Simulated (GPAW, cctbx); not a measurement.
# By hand: from a DFT structure factor to an extinction distance in KZnI3

KZnI3, Pm-3m (no. 221), a = 5.7573 Å, b = 5.7573 Å, c = 5.7573 Å, α = 90.00°, β = 90.00°, γ = 90.00°.

```
atom  mult.    x    y    z
  I1      3  1/2    0  1/2
 Zn1      1  1/2  1/2  1/2
  K1      1    0    0    0
```

The start was made by putting kin elements into a known structure type; the compound need not exist, or be stable, in this form.

A DFT run (GPAW, PBE, 450 eV, 4×4×4 k-points, Fermi–Dirac width 0.05 eV) gives the static X-ray structure factor of 111 as 126.563 e for the conventional cell; superposed free atoms give 126.243 e. **Problem.** Find the Fourier component V of the crystal potential and the two-beam extinction distance at 200 kV in both cases.

## 1. Geometry

The cell volume is Ω = 190.84 Å³ and d(111) = 3.3240 Å, so g = 1/d = 0.3008 Å⁻¹.

## 2. The nuclei

Electrons feel nuclei as well as electrons, so the nuclear charges are summed with the same phases.

Phase sums Σ exp(2πi h·x), turned so that the total is real and positive: I +3.000, Zn -1.000, K +1.000. Then F_Z = 53 × (+3.000) + 30 × (-1.000) + 19 × (+1.000) = 148.00 e. The electron term has the same sign for this reflection.

## 3. Mott–Bethe

Poisson's equation, term by term, gives V = (e/4πε₀)(F_Z − F)/(πΩg²), with e/4πε₀ = 14.3996 V Å.

The prefactor is 14.3996 × 3.3240²/(π × 190.84) = 0.26538 V per electron. Free atoms: (148.00 − 126.243) × 0.26538 = 5.774 V. Crystal: (148.00 − 126.563) × 0.26538 = 5.689 V. F changes by +0.25 % and V by -1.5 %: the same 0.32 e is measured against F_Z − F = 21.8 e in place of F = 126.2 e.

## 4. Extinction distance

In the two-beam case ξ = 1/(λU) with U = 2γm₀eV/h², that is ξ = 150.41 V Å²/(γλV).

At 200 kV, λ = 0.02508 Å and γ = 1.3914. Free atoms: ξ = 747 Å. Crystal: ξ = 758 Å. The thickness fringes go as sin²(πt/ξ), so the two patterns slip by a quarter of a period when t|1/ξ₁ − 1/ξ₀| = 1/4, at t ≈ 1269 nm, thicker than usual samples. Thermal motion, absorption and many-beam coupling, left out here, change a real pattern.

## 5. Answer

V(111) is 5.69 V against 5.77 V, and ξ is 758 against 747 Å. Limits: static atoms, two beams.

[Outputs are excerpts: Python notices, other lines and further rows are left out; steps that failed or that the build refused (PBEsol, TPSS) are not shown.]

[Logs are printed without paths, hosts, clocks, repeated set-up lines and the standing remarks that a program may print on its own settings, such as how far it seeks lower states.]
